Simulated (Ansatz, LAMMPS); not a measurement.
# Glassy 32CaO-68Al2O3 (mol %) (113 atoms): geometry optimisation, part 3 of 3

Wanted: the relaxed structure of glassy 32CaO-68Al2O3 (mol %) (113 atoms) and its electronic structure.

Ansatz 0.2.0; Kohn-Sham DFT, revPBE, PAW (set soft_2), plane waves.

The cell: 9 Ca, 38 Al and 66 O. The quench rate of 50 K/ps is orders of magnitude faster than experiment. The network of bonds at the start is that of the classical potential that made the cell. Sampling is at Γ alone, for a cell whose shortest periodic width is 11 Å.

So far, density (g/cm³): step 5 (local order after relaxation) 2.93.

### Step 6. Single point at the relaxed geometry

One more single point at the end of the walk gives the fuller output and checks the residual forces.

input.yaml reads:

```yaml
crystal:
  lattice:
    - [10.87477, 0.13456, 0.19397]
    - [0.13456, 11.15478, -0.06847]
    - [0.19397, -0.06847, 11.40216]
  atoms:
    - { symbol: Ca, position: [0.918, 0.61868, 0.06723] }
    - { symbol: Ca, position: [0.70325, 0.94237, 0.25233] }
    - { symbol: Ca, position: [0.80501, 0.86723, 0.92322] }
    - { symbol: Ca, position: [0.06235, 0.89499, 0.17485] }
    - { symbol: Ca, position: [0.75761, 0.23258, 0.79667] }
    - { symbol: Ca, position: [0.61018, 0.43079, 0.06806] }
    - { symbol: Ca, position: [0.83231, 0.71701, 0.4933] }
    - { symbol: Ca, position: [0.54897, 0.31573, 0.61747] }
    - { symbol: Ca, position: [0.57868, 0.53706, 0.39825] }
    - { symbol: Al, position: [0.88832, 0.13416, 0.05206] }
    - { symbol: Al, position: [0.427, 0.07582, 0.52741] }
    - { symbol: Al, position: [0.71299, 0.05247, 0.52695] }
    - { symbol: Al, position: [0.95789, 0.14397, 0.57573] }
    - { symbol: Al, position: [0.07565, 0.31563, 0.17764] }
    - { symbol: Al, position: [0.37671, 0.67557, 0.23299] }
    - { symbol: Al, position: [0.15258, 0.76564, 0.89146] }
    - { symbol: Al, position: [0.39554, 0.28964, 0.38052] }
    - { symbol: Al, position: [0.44612, 0.62328, 0.92343] }
    - { symbol: Al, position: [0.04771, 0.88725, 0.66672] }
    - { symbol: Al, position: [0.41141, 0.62388, 0.62452] }
    - { symbol: Al, position: [0.90169, 0.15147, 0.32149] }
    - { symbol: Al, position: [0.55779, 0.81656, 0.47008] }
    - { symbol: Al, position: [0.96259, 0.36452, 0.93828] }
    - { symbol: Al, position: [0.11784, 0.01598, 0.44265] }
    - { symbol: Al, position: [0.10531, 0.53504, 0.60532] }
    - { symbol: Al, position: [0.0992, 0.58593, 0.27916] }
    - { symbol: Al, position: [0.5298, 0.89405, 0.89903] }
    - { symbol: Al, position: [0.37531, 0.19868, 0.15343] }
    - { symbol: Al, position: [0.3467, 0.9826, 0.28026] }
    - { symbol: Al, position: [0.34082, 0.07742, 0.7871] }
    - { symbol: Al, position: [0.70115, 0.49124, 0.83155] }
    - { symbol: Al, position: [0.6334, 0.70737, 0.71889] }
    - { symbol: Al, position: [0.65749, 0.6806, 0.18346] }
    - { symbol: Al, position: [0.18652, 0.50801, 0.86551] }
    - { symbol: Al, position: [0.03976, 0.11795, 0.82603] }
    - { symbol: Al, position: [0.9354, 0.65322, 0.75205] }
    - { symbol: Al, position: [0.28881, 0.52793, 0.45645] }
    - { symbol: Al, position: [0.43112, 0.33049, 0.88484] }
    - { symbol: Al, position: [0.26496, 0.28237, 0.6858] }
    - { symbol: Al, position: [0.3376, 0.89385, 0.04598] }
    - { symbol: Al, position: [0.60263, 0.12719, 0.04096] }
    - { symbol: Al, position: [0.84181, 0.44584, 0.28381] }
    - { symbol: Al, position: [0.85135, 0.43186, 0.56282] }
    - { symbol: Al, position: [0.65625, 0.22392, 0.30777] }
    - { symbol: Al, position: [0.11768, 0.29922, 0.45978] }
    - { symbol: Al, position: [0.28365, 0.85879, 0.61997] }
    - { symbol: Al, position: [0.32477, 0.43643, 0.13388] }
    - { symbol: O, position: [0.15914, 0.37791, 0.60116] }
    - { symbol: O, position: [0.79998, 0.29356, 0.26466] }
    - { symbol: O, position: [0.00249, 0.46079, 0.22845] }
    - { symbol: O, position: [0.63563, 0.84799, 0.78861] }
    - { symbol: O, position: [0.95473, 0.04446, 0.4379] }
    - { symbol: O, position: [0.41999, 0.77978, 0.57498] }
    - { symbol: O, position: [0.74935, 0.54012, 0.19505] }
    - { symbol: O, position: [0.01397, 0.70922, 0.23095] }
    - { symbol: O, position: [0.7965, 0.49469, 0.42752] }
    - { symbol: O, position: [0.35464, 0.03649, 0.12467] }
    - { symbol: O, position: [0.25014, 0.61422, 0.60023] }
    - { symbol: O, position: [0.36359, 0.15087, 0.31064] }
    - { symbol: O, position: [0.34633, 0.00249, 0.64623] }
    - { symbol: O, position: [0.94706, 0.30238, 0.52037] }
    - { symbol: O, position: [0.25565, 0.37844, 0.38882] }
    - { symbol: O, position: [0.41787, 0.21463, 0.76618] }
    - { symbol: O, position: [0.44016, 0.48634, 0.54482] }
    - { symbol: O, position: [0.98434, 0.73495, 0.89725] }
    - { symbol: O, position: [0.39735, 0.46456, 0.99239] }
    - { symbol: O, position: [0.74056, 0.40749, 0.67675] }
    - { symbol: O, position: [0.26532, 0.64246, 0.89894] }
    - { symbol: O, position: [0.38818, 0.97636, 0.8914] }
    - { symbol: O, position: [0.58709, 0.36556, 0.84143] }
    - { symbol: O, position: [0.3628, 0.2303, 0.54077] }
    - { symbol: O, position: [0.00469, 0.03743, 0.69575] }
    - { symbol: O, position: [0.57078, 0.10967, 0.57526] }
    - { symbol: O, position: [0.8958, 0.05483, 0.18878] }
    - { symbol: O, position: [0.9791, 0.26503, 0.06494] }
    - { symbol: O, position: [0.63245, 0.68747, 0.56153] }
    - { symbol: O, position: [0.82084, 0.44392, 0.93131] }
    - { symbol: O, position: [0.60786, 0.58059, 0.9406] }
    [... 29 atom lines left out ...]
    - { symbol: O, position: [0.62288, 0.75128, 0.32683] }
    - { symbol: O, position: [0.44624, 0.95369, 0.41282] }
    - { symbol: O, position: [0.24861, 0.57089, 0.1936] }
    - { symbol: O, position: [0.93886, 0.55911, 0.60181] }
    - { symbol: O, position: [0.29082, 0.39571, 0.80252] }
    - { symbol: O, position: [0.75867, 0.77904, 0.10822] }
kpoints:
  mp_grid: { grid: [1, 1, 1] }
hamiltonian:
  xc: revpbe
scf:
  occupations: { method: gaussian, width: 0.025 }
output:
  forces: true
  stress: true
  populations: intrinsic
  dos:
    method: { smearing: { sigma: 0.15 } }
    de: 0.1
    projected: { site_lists: { Al: [Al], Ca: [Ca], O: [O] } }
  eigenvalues: true
  write_density: true
  write_potential: true
  volumetric_format: npy
```

The run is started by

```sh
ansatz run input.yaml --threads 4 --pin off --max-ram 8192MiB --backend cpu --events-out ev --progress --plain --runs-dir out
```

Numbers of over 12 decimals in the logs are rounded to 6 here.

The program printed:

```text
[...]
Crystal: 113 atoms, lattice volume = 1382.466 Å³
Basis set: ecut = 420 eV, 27041 PW (Γ), exchange–correlation on 150×150×160 points (8 copies of the dense FFT grid, shifted against one another)
Bands: 413, of which v1, the nominal top of the filled ones, is band 300 counted from 1 (299 counted from 0)
Symmetry: 1 space group operations
[...]
k-points: 1
[...]
SCF iter   1: F=—  HF=-74578.025971 eV  |F-HF|=—  |Δ(HF+E_count)|=         —  Δρ=4.07e-3  dr2=2.83e-1  ethr=1.77e-3  ⟨swp⟩=6.0  Hψ=1797  notcnv=0  defer=102
[...]
SCF iter  10: F=-74577.991420 eV  HF=-74577.991420 eV  |F-HF|=2.03e-8  |Δ(HF+E_count)|=   2.66e-8  Δρ=1.29e-6  dr2=2.19e-8  ethr=1.67e-11  ⟨swp⟩=21.0  Hψ=3642  notcnv=0
SCF 1 converged in 10 iterations: F = -74577.991420 eV  dr2 = 2.19e-8
[...]
SCF converged after 10 iterations
Free energy (F): -74577.991420 eV
[...]
Internal energy: -74577.991420 eV  (E = F + TS)
E sigma→0 (E₀):  -74577.991420 eV
Fermi energy:    7.032688 eV
[...]
--- Forces (eV/Å), atoms counted from 1 ---
  atom   1  Ca    -0.00210719    -0.00288574    -0.01455014
  atom   2  Ca     0.00106901     0.00610201     0.00119763
  atom   3  Ca     0.00228905     0.00487697    -0.00518290
  atom   4  Ca     0.00558621     0.00148552    -0.00030068
  atom   5  Ca     0.01815143    -0.00044596     0.00877268
  atom   6  Ca    -0.00358023    -0.01323092    -0.01249237
  atom   7  Ca     0.00693827    -0.00065745    -0.00076164
  atom   8  Ca    -0.00653386    -0.00374600    -0.00003583
  atom   9  Ca     0.00094605    -0.00040148     0.00714421
  atom  10  Al     0.00166049     0.00209989    -0.00094037
  atom  11  Al     0.00105447     0.00373554     0.00338699
  atom  12  Al     0.00090594     0.00402509     0.00733370
  atom  13  Al    -0.00309044     0.00113799    -0.00014282
  atom  14  Al    -0.00443023    -0.00305246    -0.00576803
[...]
atom 112  O     -0.00118308    -0.00242108    -0.00270608
  atom 113  O     -0.00438869    -0.00815818     0.00427705
  max |Σ_I F_I| component: 1.33e-4 eV/Å
--- Stress (GPa, compression-positive) ---
        0.005874      -0.006493       0.002334
       -0.006493       0.011928      -0.003023
        0.002319      -0.003026       0.009186
  P = ⅓ Tr σ = 0.0090 GPa (0.090 kbar)
--- Band table (eV) ---
[...]
--- intrinsic populations: 113 sites ---
  site symbol       q [e]
     0     Ca      8.2069
     1     Ca      8.1795
     2     Ca      8.1987
[...]
112      O      7.2755
  spilling = -0.000000 (of n_electrons = 600.000000)
```

Wall time 30 s (4 threads of Arm Neoverse V1, shared host); peak memory 1.9 GiB; 1.9 min of CPU time.

Read from the output:

```yaml
free_energy: -74577.9914 eV
free_energy_per_atom: -659.9822 eV/atom
scf_cycles: 10
pressure: 0.008996 GPa
r_m_s_force_component: 0.00394 eV/Å
longest_force: 0.02017 eV/Å
fermi_energy: 7.033 eV
spacing_of_highest_filled_and_lowest_empty_level: 3.256 eV
```

Intrinsic-atomic-orbital charges by element and coordination:

| element | coordination | atoms | mean charge (e) | spread | least | most |
| --- | --- | --- | --- | --- | --- | --- |
| Al | all | 38 | 1.28 | 0.0499 | 1.13 | 1.39 |
| Al | 4 | 23 | 1.29 | 0.0522 | 1.13 | 1.39 |
| Al | 5 | 15 | 1.27 | 0.0415 | 1.16 | 1.32 |
| Ca | all | 9 | 1.81 | 0.0116 | 1.79 | 1.83 |
| Ca | 4 | 1 | 1.80 | 0 | 1.80 | 1.80 |
| Ca | 5 | 2 | 1.81 | 0.0072 | 1.80 | 1.82 |
| Ca | 6 | 2 | 1.82 | 0.0015 | 1.82 | 1.82 |
| Ca | 7 | 2 | 1.80 | 0.0028 | 1.79 | 1.80 |
| Ca | 8 | 2 | 1.82 | 0.0084 | 1.81 | 1.83 |
| O | all | 66 | -0.985 | 0.0895 | -1.28 | -0.880 |
| O | 3 | 44 | -0.957 | 0.0792 | -1.26 | -0.880 |
| O | 4 | 19 | -1.04 | 0.0849 | -1.28 | -0.914 |
| O | 5 | 3 | -1.08 | 0.0279 | -1.11 | -1.04 |

States in the cell by windows of 1 eV, zero at the Fermi level; the larger projections on atomic orbitals stand beside the total:

| from (eV) | to (eV) | total | O p | Al p | O s |
| --- | --- | --- | --- | --- | --- |
| -18 | -17 | 13.3 | 0.1 | 1.3 | 11.0 |
| -17 | -16 | 0.1 | 0.0 | 0.0 | 0.1 |
| -16 | -9 | 0.0 | 0.0 | 0.0 | 0.0 |
| -9 | -8 | 5.9 | 4.4 | 0.4 | 0.1 |
| -8 | -7 | 35.7 | 26.7 | 2.5 | 0.8 |
| -7 | -6 | 43.7 | 33.8 | 5.2 | 1.1 |
| -6 | -5 | 63.9 | 52.2 | 8.1 | 1.1 |
| -5 | -4 | 77.3 | 67.8 | 5.8 | 1.1 |
| -4 | -3 | 91.9 | 85.8 | 2.7 | 0.7 |
| -3 | -2 | 72.9 | 69.7 | 1.2 | 0.3 |
| -2 | -1 | 4.5 | 4.3 | 0.1 | 0.0 |
| -1 | 1 | 0.0 | 0.0 | 0.0 | 0.0 |
| 1 | 2 | 2.0 | 0.0 | 0.1 | 0.6 |
| 2 | 3 | 0.2 | 0.0 | 0.0 | 0.0 |
| 3 | 4 | 21.1 | 2.2 | 4.8 | 2.2 |
| 4 | 5 | 49.3 | 3.7 | 10.7 | 3.0 |

Between -26 and -18 eV lie 173 more states.

The levels nearest the highest filled one (over half full), pooled over k-points and spins:

| level less the highest filled one (eV) | occupation |
| --- | --- |
| -0.648 | 2 |
| -0.594 | 2 |
| -0.545 | 2 |
| -0.514 | 2 |
| -0.275 | 2 |
| 0 | 2 |
| 3.26 | 0 |
| 4.72 | 0 |
| 4.95 | 0 |
| 5.00 | 0 |
| 5.09 | 0 |
| 5.15 | 0 |

Valence density in the ac plane at fractional y = 0.299, with atoms of Ca and Al and O within 0.2 Å of it. It is the smooth field of the valence electrons, not physical close to the nuclei.

Ten steps, logarithmic in the rise over the least value, from '_' (0.0 e/Å³) to '@' (6.6 e/Å³), each cell a mean:
```
--::..________________..::--====--....____..............::----
::....______________......::----::::::..................::::--
==::..__________..............::--====--::....::......::==++++
**==::______....::::::::::::::::==++++++----======--::--**##%%
**==..____....::--------====------==++==----++****==::--++##%%
==::..____..::::--------====--::::::::::::::==++++--..::--++++
..______..........::::------::::::::::......::----::..__..::::
______..::::::........::::::::==**##++--....::::::..__________
..__..::--====--::::::::::..==##@@@@%%**::....::..............
--..::--======--::----==--::==##@@@@%%**::............--==++==
++--::----==--::::--==++==--::==****++--..________..::++##@@%%
**==::::::::::....--==++==--::::::--::..__________..--++%%@@@@
++--::......::::::::------::::--==++++--..__________::==**####
--::::....::----==----::..::--++##@@%%**--..________....::----
--------::::--======--......--**%%@@@@**==::................::
==++++==::::::--------......--==++##**++--::::--====--::....--
++****==::........::::::------::--------::::==**%%%%**==::::--
==++++--::..........::--==++++--::........::++##@@@@%%==::..::
::--::::::::------::::==**##**++--........::--**##%%**--::..::
::......--++####**==----++****==::..________..::------::....::
==--::::==**@@@@@@**==----==--::..______________........::==++
##++--::--++%%@@%%++--::::::::::....__________________::==##%%
%%++--....--==++==--::..::--==--::....____........__..::++##%%
**==::..____............::==++==--::..__......::......::==++**
```
Columns run along a (10.9 Å), rows up along c (11.4 Å). Atoms in or near the plane, at fractional coordinates: Ca at (0.55, 0.62), Al at (0.08, 0.18), Al at (0.40, 0.38), Al at (0.26, 0.69), Al at (0.12, 0.46), O at (0.80, 0.26), O at (0.95, 0.52), O at (0.23, 0.13), O at (0.56, 0.40).

Electrostatic potential energy in the ac plane at fractional y = 0.299, with atoms of Ca and Al and O within 0.2 Å of it. With pseudopotentials it is smooth inside the atoms' cores, unlike the true potential.

Ten even steps from '0' (-30 eV) to '9' (11 eV), each cell a mean:
```
6899999999987778999999999998655
5789999999864556899999999998655
7899999999855655799999888898766
6999999999865556887898656789732
6999999999987678999987423689731
9999987666888899999987645789998
9999975555589998888888878899999
9999975575478885324789999999999
9999986554688862000479999999999
9999988777889872000478999999989
7887788999888986324689999998302
5755557999988998888899999997100
7557756899877789878999999999634
8646646898655567202799999999999
9865568987567656100588999999999
9788899998556557755667899999999
8678999999866679997656752259999
8767899999988789998767820028999
6555589999987458999888973269998
5576465468887679999999999999997
6555550006878899999999999999998
3666872027888999998889999999952
1799999899999999998889999999830
6899999999999989999999999999865
```
Columns run along a (10.9 Å; values clipped at the 3rd and 97th percentile), rows up along c (11.4 Å). Atoms in or near the plane, at fractional coordinates: Ca at (0.55, 0.62), Al at (0.08, 0.18), Al at (0.40, 0.38), Al at (0.26, 0.69), Al at (0.12, 0.46), O at (0.80, 0.26), O at (0.95, 0.52), O at (0.23, 0.13), O at (0.56, 0.40).

Mean intrinsic-atomic-orbital charges: Al +1.28, Ca +1.81, O -0.99 e.

The surroundings of O70, which has 5 bonded neighbours where the commonest count for O is 3, nearest first, numbered as they follow in the input and with coordinates relative to it.

| atom | x | y | z | distance (Å) | bonds | intrinsic-atomic-orbital charge (e) |
| --- | --- | --- | --- | --- | --- | --- |
| O70 | 0.00 | 0.00 | 0.00 | 0.00 | 5 | -1.11 |
| Al38 | -1.69 | -0.42 | 0.47 | 1.80 | 5 | 1.24 |
| Al31 | 1.26 | 1.42 | -0.10 | 1.90 | 5 | 1.16 |
| Ca5 | 1.83 | -1.46 | -0.47 | 2.38 | 6 | 1.82 |
| O67 | 1.64 | 0.50 | -1.85 | 2.52 | 4 | -1.09 |
| Ca8 | -0.46 | -0.55 | -2.56 | 2.66 | 7 | 1.80 |
| O78 | 0.27 | 2.39 | 1.12 | 2.66 | 3 | -1.08 |
| O63 | -1.88 | -1.70 | -0.88 | 2.68 | 4 | -0.98 |
| Ca6 | 0.30 | 0.72 | 2.58 | 2.70 | 8 | 1.83 |
| O100 | -1.27 | -1.61 | 1.92 | 2.81 | 4 | -0.91 |
| O66 | -2.02 | 1.07 | 1.68 | 2.84 | 4 | -0.93 |
| O77 | 2.57 | 0.90 | 1.06 | 2.92 | 5 | -1.04 |

The column of bonds counts only the pairs O-Al within 2.33 Å, O-Ca within 3.02 Å; other neighbours, such as metal atoms beside each other in a compound, aren't counted, and periodic images can show an atom twice.

### Step 7. What came out

```yaml
energy_change_in_the_relaxation: -101.1 meV/atom
r_m_s_displacement: 0.358 Å
largest_displacement: 0.889 Å
free_energy_per_atom: -659.9822 eV/atom
pressure: 0.008996 GPa
r_m_s_force_component: 0.00394 eV/Å
spacing_of_highest_filled_and_lowest_empty_level: 3.256 eV
wall_time_of_the_3_dft_runs: 9.7 min
```

What this shows: Relaxation lowers the energy by 101 meV/atom and moves atoms by 0.36 Å r.m.s.; the r.m.s. force component goes from 0.99 to 0.0039 eV/Å, the pressure goes from 11 to 0.0090 GPa, and the gap from 3.34 to 3.26 eV. Displacements are taken in the final cell, so they leave out its strain. By the final cutoffs 17 of 234 bonded pairs parted and 6 joined. The cell grew by 10.5 % in volume. First to last step the energy falls by 11.425 eV, across changes of basis; the largest move, 0.89 Å, is that of Al33. The O-Ca bonds change most in mean length: from 2.516 Å (spread 0.200) to 2.497 Å (spread 0.168), and their number from 61 to 56. With the cutoffs above, 61 % of Al atoms have 4 and 67 % of O atoms have 3 bonded neighbours. 41 % of the oxygens bridge two formers (Al) and 3 % are non-bridging; 56 % join three. Between filled and empty levels lie 3.26 eV (at Γ alone); a semilocal functional tends to put such gaps too low. In a disordered cell it changes from sample to sample, and tail or defect levels can set it.

What to keep in mind: The starting topology of bonds comes from the classical model; in DFT 17 of its 234 bonded pairs passed out of the cutoffs and 6 came within them.

[Logs are printed without paths, hosts, clocks, repeated set-up lines and the standing remarks that a program may print on its own settings, such as how far it seeks lower states.]

[Hosts, paths, dates, database ids (printed as entryN), source tags and the programs' standing remarks are cut or masked in the printed files.]
